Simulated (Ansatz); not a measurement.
# The perfect SiC wire along [110], 2 atoms a period, H-terminated, part 3 of 3

Aim: is the SiC wire along [110], 2 atoms a period, H-terminated a metal or a semiconductor?

Ansatz 0.2.0; DFT PBE, plane waves, PAW; relaxation of a wire's period (the session's first sound run).

So far, band gap (eV): step 3 (bands of the perfect wire, PBE) 5.07; step 4 (levels at the same atoms, level LDA, cutoff 420 eV, LDA PBE) 5.07; step 5 (another level of theory, level PBEsol, cutoff 420 eV, PBEsol PBE) 5.09; step 6 (another level of theory, level r2SCAN, cutoff 500 eV, r2SCAN PBE) 5.80.

### Step 8. At a strained period, period over the relaxed period 1.03, k-mesh 1×1×19

This step: DFT PBE, plane waves, PAW; relaxation at a fixed period (Ansatz 0.2.0).

The period is set to 1.03 times the relaxed one and the atoms relax within it: strain changes bond lengths and angles, which shifts the bands against each other. Against the first PBE run of this kind, the mesh along the wire has 19 points against 26.

The cell differs from the one that the last finished run ended in (c 3.155 → 3.249 Å).

File input.yaml:

```yaml
crystal:
  lattice:
    - [9.39, 0.0, 0.0]
    - [0.0, 9.2, 0.0]
    - [0.0, 0.0, 3.2493621229]
  atoms:
    - { symbol: H, position: [0.362524864, 0.63139812, 0.0] }
    - { symbol: Si, position: [0.456773124, 0.500027171, 0.0] }
    - { symbol: C, position: [0.566705413, 0.500027171, 0.5] }
    - { symbol: H, position: [0.636549722, 0.403786148, 0.5] }
    - { symbol: H, position: [0.636549722, 0.596268194, 0.5] }
    - { symbol: H, position: [0.362524864, 0.368656222, 0.0] }
kpoints:
  mp_grid: { grid: [1, 1, 19] }
  band_path: { path: ["Γ", Z], npoints: 50 }
scf:
  occupations: { method: fermi_dirac, width: 0.05 }
hamiltonian:
  xc: pbe
relax:
  max_steps: 40
  f_tol: 0.02
output:
  stress: true
```

The run is started by

```sh
$ ansatz run input.yaml --threads 8 --pin off --max-ram 16384MiB --backend cpu --events-out ev --progress --plain --runs-dir out
```

Numbers of over 12 decimals in the logs are rounded to 6 here.

What it wrote:

```text
Warning: output.stress: scf.convergence.dr2_threshold = 1e-7 eV (the SCF's general default) is looser than the 6e-10 eV advised for a printed stress (1e-10 eV for each atom of the cell: 6). What an SCF threshold leaves in a stress goes as its square root, and in the free energy as the threshold itself, and one threshold admits the most on a small cell: [figures from the program's tests cut] Every solve of this run an [...]
[...]
Crystal: 6 atoms, lattice volume = 280.706 Å³
Basis set: ecut = 420 eV, 5515 PW (Γ), exchange–correlation on 128×128×48 points (8 copies of the dense FFT grid, shifted against one another)
Bands: 12, of which v1, the nominal top of the filled ones, is band 6 counted from 1 (5 counted from 0)
Symmetry: 4 space group operations
[...]
k-points: 10 of 19
[...]
SCF iter   1: F=—  HF=-950.896260 eV  |F-HF|=—  |Δ(HF+E_count)|=         —  Δρ=1.42e-3  dr2=6.58e-3  ethr=1.77e-3  ⟨swp⟩=6.6  Hψ=991  notcnv=0
[...]
SCF iter   6: F=-950.905747 eV  HF=-950.905747 eV  |F-HF|=1.24e-7  |Δ(HF+E_count)|=   1.26e-6  Δρ=9.73e-6  dr2=2.80e-7  ethr=2.20e-8  ⟨swp⟩=3.0  Hψ=415  notcnv=0
SCF 1 converged in 6 iterations: F = -950.905747 eV  dr2 = 2.80e-7
[...]
relax step   1: F+E_penalty+E_count = -950.90574706 eV  Δ(F+E_penalty+E_count) = +0.000e0 eV  max|allowed force component| = 3.737e-1 eV/Å  Δτ_max = 0.0000 Å  (6 SCF iters, dr2 threshold 1.00e-5 eV, accepted)
[...]
SCF iter   4: F=-950.909909 eV  HF=-950.909910 eV  |F-HF|=1.06e-6  |Δ(HF+E_count)|=   1.02e-6  Δρ=4.20e-5  dr2=3.67e-6  ethr=7.28e-8  ⟨swp⟩=5.2  Hψ=384  notcnv=0
SCF 2 converged in 4 iterations: F = -950.909909 eV  dr2 = 3.67e-6
[...]
relax step   2: F+E_penalty+E_count = -950.90990920 eV  Δ(F+E_penalty+E_count) = -4.162e-3 eV  max|allowed force component| = 1.414e-1 eV/Å  Δτ_max = 0.0106 Å  (4 SCF iters, dr2 threshold 8.73e-6 eV, accepted)
SCF iter   1: F=—  HF=-950.910353 eV  |F-HF|=—  |Δ(HF+E_count)|=         —  Δρ=2.92e-4  dr2=2.58e-4  ethr=1.42e-5  ⟨swp⟩=2.7  Hψ=384  notcnv=0  defer=15
[...]
SCF iter   4: F=-950.910303 eV  HF=-950.910304 eV  |F-HF|=6.06e-7  |Δ(HF+E_count)|=   6.01e-7  Δρ=1.37e-5  dr2=7.69e-7  ethr=1.04e-8  ⟨swp⟩=5.5  Hψ=389  notcnv=0
SCF 3 converged in 4 iterations: F = -950.910303 eV  dr2 = 7.69e-7
relax step   3: F+E_penalty+E_count = -950.91030334 eV  Δ(F+E_penalty+E_count) = -3.941e-4 eV  max|allowed force component| = 2.031e-2 eV/Å  Δτ_max = 0.0038 Å  (4 SCF iters, dr2 threshold 1.25e-6 eV, accepted)
SCF iter   1: F=—  HF=-950.910315 eV  |F-HF|=—  |Δ(HF+E_count)|=         —  Δρ=4.12e-5  dr2=4.17e-6  ethr=7.14e-7  ⟨swp⟩=2.3  Hψ=337  notcnv=0  defer=15
[...]
SCF iter   3: F=-950.910313 eV  HF=-950.910313 eV  |F-HF|=1.02e-8  |Δ(HF+E_count)|=   3.36e-8  Δρ=5.91e-6  dr2=5.76e-8  ethr=8.33e-10  ⟨swp⟩=5.7  Hψ=401  notcnv=0
SCF 4 converged in 3 iterations: F = -950.910313 eV  dr2 = 5.76e-8
relax step   4: F+E_penalty+E_count = -950.91031300 eV  Δ(F+E_penalty+E_count) = -9.653e-6 eV  max|allowed force component| = 1.111e-3 eV/Å  Δτ_max = 0.0005 Å  (3 SCF iters, accepted)
[...]
the band table was solved once a step of the walk had ended and its energy, with any forces and stress, was formed, with the checks that follow a solve (1308 applications of the Hamiltonian). They found nothing against the state; the energy, forces and stress were not computed again (output.eigenvalues in the input reference)
[...]
SCF converged after 3 iterations
Free energy (F): -950.910313 eV
[...]
Internal energy: -950.910313 eV  (E = F + TS)
E sigma→0 (E₀):  -950.910313 eV
Fermi energy:    -2.640821 eV
[...]
--- Forces (eV/Å), atoms counted from 1 ---
  atom   1  H     -0.00072790     0.00028613     0.00000000
  atom   2  Si     0.00014116     0.00000000    -0.00000000
  atom   3  C     -0.00092907     0.00000000    -0.00000000
  atom   4  H      0.00110556     0.00002686     0.00000000
  atom   5  H      0.00110556    -0.00002686    -0.00000000
  atom   6  H     -0.00072790    -0.00028613    -0.00000000
  max |Σ_I F_I| component: 3.26e-5 eV/Å
--- Stress (GPa, compression-positive) ---
       -0.008652      -0.000000       0.000000
       -0.000000       0.008009      -0.000000
        0.000000      -0.000000      -1.077863
  P = ⅓ Tr σ = -0.3595 GPa (-3.595 kbar)
--- Band table (eV; the first three rows and the last of 10) ---
  k-point 0: bands = [... 2 lower, -9.3657, -6.4888, -6.0695, -5.2549, -0.0177, 0.5962, 1.2083, 1.5912, ... 2 higher]
  k-point 1: bands = [... 2 lower, -9.3470, -6.4837, -6.0862, -5.3968, 0.0723, 0.6795, 1.2558, 1.6284, ... 2 higher]
  k-point 2: bands = [... 2 lower, -9.2915, -6.4694, -6.1661, -5.7296, 0.2574, 0.9014, 1.4067, 1.7400, ... 2 higher]
  k-point 9: bands = [... 2 lower, -8.5013, -7.6731, -6.8594, -6.4463, 1.1866, 2.0451, 2.5696, 2.8557, ... 2 higher]
--- Relaxed structure (4 steps of the walk, 4 accepted, 0 SCFs on fresh bases) ---
  F+E_penalty+E_count = -950.91031300 eV   max|allowed force component| = 1.111e-3 eV/Å
  atoms:
    - { symbol: H, position: [0.363805, 0.631515, 0] }
    - { symbol: Si, position: [0.457828, 0.500027171, 0] }
    - { symbol: C, position: [0.565148, 0.500027171, 0.5] }
    - { symbol: H, position: [0.635521, 0.404065, 0.5] }
    - { symbol: H, position: [0.635521, 0.595990, 0.5] }
    - { symbol: H, position: [0.363805, 0.368539, 0] }
```

Wall time 6 s (8 threads of Intel Xeon Platinum 8488C (Sapphire Rapids), shared host); peak memory 0.62 GiB; 23 s of CPU time.

Relaxation path:

```
step  energy less that of the first step (eV)  largest force component (eV/Å)
   1                                   0.0000                          0.3737
   2                                  -0.0042                          0.1414
   3                                  -0.0046                          0.0203
   4                                  -0.0046                          0.0011
```

Forces are held to the 4 operations that the run works with; a distortion that breaks them can't arise in this run.

The atoms that moved most (Å):

```
atom      dx      dy     dz  length
  C3  -0.015   0.000  0.000   0.015
  H1   0.012   0.001  0.000   0.012
  H6   0.012  -0.001  0.000   0.012
  H5  -0.010  -0.003  0.000   0.010
  H4  -0.010   0.003  0.000   0.010
 Si2   0.010   0.000  0.000   0.010
```

Final coordinates:

```xyz
6
Lattice="9.3900 0.0000 0.0000 0.0000 9.2000 0.0000 0.0000 0.0000 3.2494" Properties=species:S:1:pos:R:3
H     3.4161    5.8099    0.0000
Si    4.2990    4.6002    0.0000
C     5.3067    4.6002    1.6247
H     5.9675    3.7174    1.6247
H     5.9675    5.4831    1.6247
H     3.4161    3.3906    0.0000
```

Numbers from this step:

```yaml
band_gap: 5.237 eV
```

Electronic bands along the path, in eV, zero at the Fermi level:

```
  point  band 3  band 4  band 5  band 6  band 7  band 8  band 9  band 10
      Γ   -6.72   -3.85   -3.43   -2.61    2.62    3.24    3.85     4.23
halfway   -6.34   -4.58   -3.78   -3.55    3.41    4.17    4.86     5.06
      Z   -5.85   -5.02   -4.24   -3.81    3.84    4.68    5.21     5.48
```

The electronic bands as a text plot (rows in eV, shown from -6.7 to 5.3 only):

```
    5.0 |            ++++++++++++++++++++++++++++++++++++++++++++
    4.5 |++++++++++++++++++++++++++    ++++++++++    ++++++++++++
    4.0 |++++++++++++++++++++++++++++++                  ++++++++
    3.5 |   ++++++++++++++      +++++++++++++++++++++++++
    3.0 |+++    ++++++++++++++++
    2.5 |+++++++
    2.0 |
    1.5 |
    1.0 |
    0.5 |
    0.0 |
   -0.5 |
   -1.0 |
   -1.5 |
   -2.0 |
   -2.5 |*****
   -3.0 |     *********
   -3.5 |***********************************
   -4.0 |********************************************************
   -4.5 |                       ********                       **
   -5.0 |                               *************************
   -5.5 |
   -6.0 |                                 ***********************
   -6.5 |*********************************
         Γ                                                      Z
```

The gap is 5.24 eV, against 5.07 eV under PBE at the relaxed period.

### Step 9. Strain along the wire, period over the relaxed period 0.97, k-mesh 1×1×20

The period is set to 0.97 times the relaxed one and the atoms relax within it: strain changes bond lengths and angles, which shifts the bands against each other. Against the first PBE run of this kind, the mesh along the wire has 20 points against 26.

The cell differs from the one that the last finished run ended in (c 3.249 → 3.060 Å).

input.yaml, as its differences from that of step 8:

```diff
@@ -4,3 +4,3 @@
     - [0.0, 9.2, 0.0]
-    - [0.0, 0.0, 3.2493621229]
+    - [0.0, 0.0, 3.0600788924]
   atoms:
@@ -13,3 +13,3 @@
 kpoints:
-  mp_grid: { grid: [1, 1, 19] }
+  mp_grid: { grid: [1, 1, 20] }
   band_path: { path: ["Γ", Z], npoints: 50 }
```

What it wrote:

```text
[...]
Crystal: 6 atoms, lattice volume = 264.354 Å³
Basis set: ecut = 420 eV, 5171 PW (Γ), exchange–correlation on 128×128×48 points (8 copies of the dense FFT grid, shifted against one another)
Bands: 12, of which v1, the nominal top of the filled ones, is band 6 counted from 1 (5 counted from 0)
Symmetry: 4 space group operations
[...]
F+E_penalty+E_count = -950.90545302 eV   max|allowed force component| = 1.573e-2 eV/Å
  atoms:
    - { symbol: H, position: [0.361227, 0.631362, 2.2100115049685223e-19] }
    - { symbol: Si, position: [0.455591, 0.500027, 2.0136583640452398e-19] }
    - { symbol: C, position: [0.568338, 0.500027, 0.500000] }
    - { symbol: H, position: [0.637622, 0.403496, 0.500000] }
    - { symbol: H, position: [0.637622, 0.596558, 0.500000] }
    - { symbol: H, position: [0.361227, 0.368692, 2.210011504968528e-19] }
[key lines of the parts left out:]
SCF converged after 2 iterations
Free energy (F): -950.905453 eV
Fermi energy:    -2.204662 eV
P = ⅓ Tr σ = 0.4189 GPa (4.189 kbar)
```

Run time: 4 s. Hardware: 8 threads; peak memory 0.61 GiB.

The steps of the relaxation:

```
step  energy less that of the first step (eV)  largest force component (eV/Å)
   1                                   0.0000                          0.4990
   2                                  -0.0053                          0.2277
   3                                  -0.0064                          0.0174
   4                                  -0.0064                          0.0157
```

The run keeps the 4 symmetry operations that it works with, so distortions that break them were not tested.

The atoms that moved most (Å):

```
atom      dx      dy     dz  length
  C3   0.015   0.000  0.000   0.015
  H6  -0.012   0.000  0.000   0.012
  H1  -0.012   0.000  0.000   0.012
 Si2  -0.011   0.000  0.000   0.011
  H4   0.010  -0.003  0.000   0.010
  H5   0.010   0.003  0.000   0.010
```

Final coordinates:

```cif
data_structure
_symmetry_space_group_name_H-M 'P 1'
_symmetry_Int_Tables_number 1
_cell_length_a 9.3900
_cell_length_b 9.2000
_cell_length_c 3.0601
_cell_angle_alpha 90.000
_cell_angle_beta 90.000
_cell_angle_gamma 90.000
_cell_volume 264.35
loop_
_atom_site_label
_atom_site_type_symbol
_atom_site_fract_x
_atom_site_fract_y
_atom_site_fract_z
_atom_site_occupancy
H1 H 0.36123 0.63136 0.00000 1
Si2 Si 0.45559 0.50003 0.00000 1
C3 C 0.56834 0.50003 0.50000 1
H4 H 0.63762 0.40350 0.50000 1
H5 H 0.63762 0.59656 0.50000 1
H6 H 0.36123 0.36869 0.00000 1
```

This step gave:

```yaml
band_gap: 4.762 eV
```

The electronic bands at the labelled points (eV, zero at the Fermi level):

```
  point  band 3  band 4  band 5  band 6  band 7  band 8  band 9  band 10
      Γ   -7.26   -4.31   -4.07   -2.37    2.39    3.18    3.56     3.76
halfway   -6.80   -4.89   -4.12   -4.03    3.18    3.82    4.56     4.68
      Z   -6.20   -5.64   -4.67   -4.02    3.24    4.53    5.08     5.16
```

The electronic bands as a text plot (rows in eV, shown from -7.3 to 5.0 only):

```
    4.7 |+++++++++++++           ++++++++++++++++++++++++++++++++
    4.2 |++           +++++++++++++      ++++++++
    3.7 |++++++++++++++++++++++++++++++++
    3.2 |+++++++++++++++       ++++++++++++++++++++++++++++++++++
    2.7 |    ++++++++++++++++++
    2.2 |++++
    1.7 |
    1.1 |
    0.6 |
    0.1 |
   -0.4 |
   -0.9 |
   -1.4 |
   -1.9 |
   -2.4 |*******
   -2.9 |       *******
   -3.4 |              ******
   -3.9 |******************  ************************************
   -4.5 |**************************         *********************
   -5.0 |                          ******
   -5.5 |                                ************************
   -6.0 |                                                  ******
   -6.5 |                              ********************
   -7.0 |******************************
         Γ                                                      Z
```

The gap is 4.76 eV, against 5.07 eV under PBE at the relaxed period.

### Step 10. The same system on other settings

This step: DFT LDA, plane waves, PAW; bands of a perfect wire at the PBE geometry; changed: basis.ecutrho_ratio = 8, kpoints.mp_grid.grid = [1, 1, 25] (Ansatz 0.2.0).

The atoms of the band run (LDA) are kept and the input is varied, to see whether the result depends on it.

input.yaml, as its differences from that of step 9:

```diff
@@ -4,3 +4,3 @@
     - [0.0, 9.2, 0.0]
-    - [0.0, 0.0, 3.0600788924]
+    - [0.0, 0.0, 3.1547205077]
   atoms:
@@ -13,3 +13,3 @@
 kpoints:
-  mp_grid: { grid: [1, 1, 20] }
+  mp_grid: { grid: [1, 1, 25] }
   band_path: { path: ["Γ", Z], npoints: 50 }
@@ -18,7 +18,4 @@
 hamiltonian:
-  xc: pbe
-relax:
-  max_steps: 40
-  f_tol: 0.02
-output:
-  stress: true
+  xc: lda
+basis:
+  ecutrho_ratio: 8
```

What it wrote:

```text
[...]
Crystal: 6 atoms, lattice volume = 272.530 Å³
Basis set: ecut = 420 eV, 5331 PW (Γ)
Bands: 12, of which v1, the nominal top of the filled ones, is band 6 counted from 1 (5 counted from 0)
Symmetry: 4 space group operations
[...]
k-points: 13 of 25
[...]
SCF iter   1: F=—  HF=-914.329171 eV  |F-HF|=—  |Δ(HF+E_count)|=         —  Δρ=4.29e-3  dr2=3.83e-2  ethr=1.77e-3  ⟨swp⟩=6.9  Hψ=1308  notcnv=0
[...]
SCF iter   7: F=-914.330146 eV  HF=-914.330146 eV  |F-HF|=1.09e-8  |Δ(HF+E_count)|=   1.13e-7  Δρ=1.17e-6  dr2=4.79e-9  ethr=8.33e-10  ⟨swp⟩=8.8  Hψ=770  notcnv=0
SCF 1 converged in 7 iterations: F = -914.330146 eV  dr2 = 4.79e-9
[...]
SCF converged after 7 iterations
Free energy (F): -914.330146 eV
[...]
Internal energy: -914.330146 eV  (E = F + TS)
E sigma→0 (E₀):  -914.330146 eV
Fermi energy:    -2.569734 eV
[...]
--- Band table (eV; the first three rows and the last of 13) ---
  k-point 0: bands = [... 2 lower, -9.5032, -6.5047, -6.2320, -5.0968, -0.0223, 0.7607, 1.2091, 1.5387, ... 2 higher]
  k-point 1: bands = [... 2 lower, -9.4909, -6.4998, -6.2372, -5.1934, 0.0210, 0.8022, 1.2412, 1.5613, ... 2 higher]
  k-point 2: bands = [... 2 lower, -9.4541, -6.4855, -6.2575, -5.4521, 0.1302, 0.9046, 1.3373, 1.6291, ... 2 higher]
  k-point 12: bands = [... 2 lower, -8.5034, -7.8820, -6.9707, -6.3484, 0.8309, 1.9140, 2.5665, 2.5940, ... 2 higher]
```

Run time: 3 s. Hardware: 8 threads; peak memory 0.69 GiB; 16 s of CPU time.

Numbers from this step:

* band gap: 5.075 eV

It took 3 s against 2.5 s for the run it varies.

The band gap stays within 0.2 % plus 0.001 of the run it varies.

Against step 4 (now k-mesh 1×1×25 and other density grid), the band gap stays at 5.07 eV and the free energy stays within 0.05 meV an atom. The band gap moves by under 1 % between these two settings.

### Step 11. A varied input

This step: DFT LDA, plane waves, PAW; bands of a perfect wire at the PBE geometry; changed: basis.ecutwfc = "40 Ry/bohr", scf.max_iter = 75 (Ansatz 0.2.0).

The input of the band run (LDA) is made doubtful on purpose.

input.yaml, as its differences from that of step 10:

```diff
@@ -13,3 +13,3 @@
 kpoints:
-  mp_grid: { grid: [1, 1, 25] }
+  mp_grid: { grid: [1, 1, 20] }
   band_path: { path: ["Γ", Z], npoints: 50 }
@@ -17,2 +17,3 @@
   occupations: { method: fermi_dirac, width: 0.05 }
+  max_iter: 75
 hamiltonian:
@@ -20,2 +21,2 @@
 basis:
-  ecutrho_ratio: 8
+  ecutwfc: "40 Ry/bohr"
```

What it wrote:

```text
Error: YAML parse error: error: line 22 column 12: unknown unit factor `Ry/bohr`
  --> <input>:22:12
   |
20 |   xc: lda
21 | basis:
22 |   ecutwfc: "40 Ry/bohr"
   |            ^ unknown unit factor `Ry/bohr`
```

Elapsed: 0.03 s, on 8 threads; peak memory 0.07 GiB.

The program refused the input before any cycle.

The program's message: “Error: YAML parse error: error: line 22 column 12: unknown unit factor `Ry/bohr`”

The change that led to it: basis.ecutwfc = "40 Ry/bohr".

### Step 12. Summary of results

| Quantity | Value |
| --- | --- |
| cell length, PBE | 3.155 Å |
| gap, PBE | 5.07 eV |
| gap, LDA | 5.07 eV |
| gap, PBEsol | 5.09 eV |
| gap, r2SCAN | 5.80 eV |
| gap, period scaled by 1.03 | 5.24 eV |
| gap, period scaled by 0.97 | 4.76 eV |

What this shows: Under PBE the cell's length is 3.15 Å, and a gap of 5.07 eV makes it a semiconductor. At the relaxed period the wire is gapped under every functional, from 5.07 eV (LDA) to 5.80 eV (r2SCAN). Weak screening in one dimension makes quasiparticle gaps larger than the semilocal gaps, as a rule. Strain matters: under PBE the gap goes from 5.07 eV to 4.76 eV at 0.97 times the period and 5.24 eV at 1.03 times the period. Transport is coherent and elastic here: the atoms are frozen, so scattering by vibrations plays no part. Plain hydrogen on a compound's surface is a simple closure: it may leave surface states, and facets that end in unlike atoms put a field across the wire, both of which shrink the gap.

[Logs are printed without paths, hosts, clocks, repeated set-up lines and the standing remarks that a program may print on its own settings, such as how far it seeks lower states.]

[Hosts, paths, dates, database ids (printed as entryN), source tags and the programs' standing remarks are cut or masked in the printed files.]
